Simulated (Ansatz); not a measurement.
Planning a run of Ansatz 0.2.0 on KSrBiWO6 (F-43m). The input:

```yaml
crystal:
  lattice:
    - [0.0, 4.27241772, 4.27241772]
    - [4.27241772, 0.0, 4.27241772]
    - [4.27241772, 4.27241772, 0.0]
  atoms:
    - { symbol: K, position: [0.25, 0.25, 0.25] }
    - { symbol: Sr, position: [0.75, 0.75, 0.75] }
    - { symbol: Bi, position: [0.0, 0.0, 0.0] }
    - { symbol: W, position: [0.5, 0.5, 0.5] }
    - { symbol: O, position: [0.7264775472, 0.2735224528, 0.2735224528] }
    - { symbol: O, position: [0.2735224528, 0.7264775472, 0.7264775472] }
    - { symbol: O, position: [0.7264775472, 0.7264775472, 0.2735224528] }
    - { symbol: O, position: [0.2735224528, 0.2735224528, 0.7264775472] }
    - { symbol: O, position: [0.2735224528, 0.7264775472, 0.2735224528] }
    - { symbol: O, position: [0.7264775472, 0.2735224528, 0.7264775472] }
kpoints:
  mp_grid: { grid: [4, 4, 4] }
hamiltonian:
  xc: pbe
  pseudopotentials: { kind: paw, azcp: { folder: soft_1 } }
scf:
  occupations: { method: fixed }
dielectric: {}
```

```sh
ansatz run input.yaml --threads 2 --pin off --max-ram 92160MiB --backend cuda --events-out ev --progress --plain --runs-dir out --devices 1 --max-vram 13GiB
```

Question: How long will it take on 1 × NVIDIA H100 80GB HBM3 (shared by 6 runs) with 2 threads of AMD EPYC 7R13 (Zen 3), shared host, and how much memory?

It took 44 s; on shared hardware allow 22 s to 89 s. Peak host memory was 1.9 GiB.

[Paths, hosts, dates, memory and timing lines, banners, echoed tables and standing remarks are left out of the program output.]

[Logs are printed without paths, hosts, clocks, repeated set-up lines and the standing remarks that a program may print on its own settings, such as how far it seeks lower states.]

[Runs of the session that timed out or met a known fault of the program may be left out.]

[Cells called generated may have been cut or substituted from an entry of the Crystallography Open Database or the Materials Project.]

[Hosts, paths, dates, database ids (printed as entryN), source tags and the programs' standing remarks are cut or masked in the printed files.]
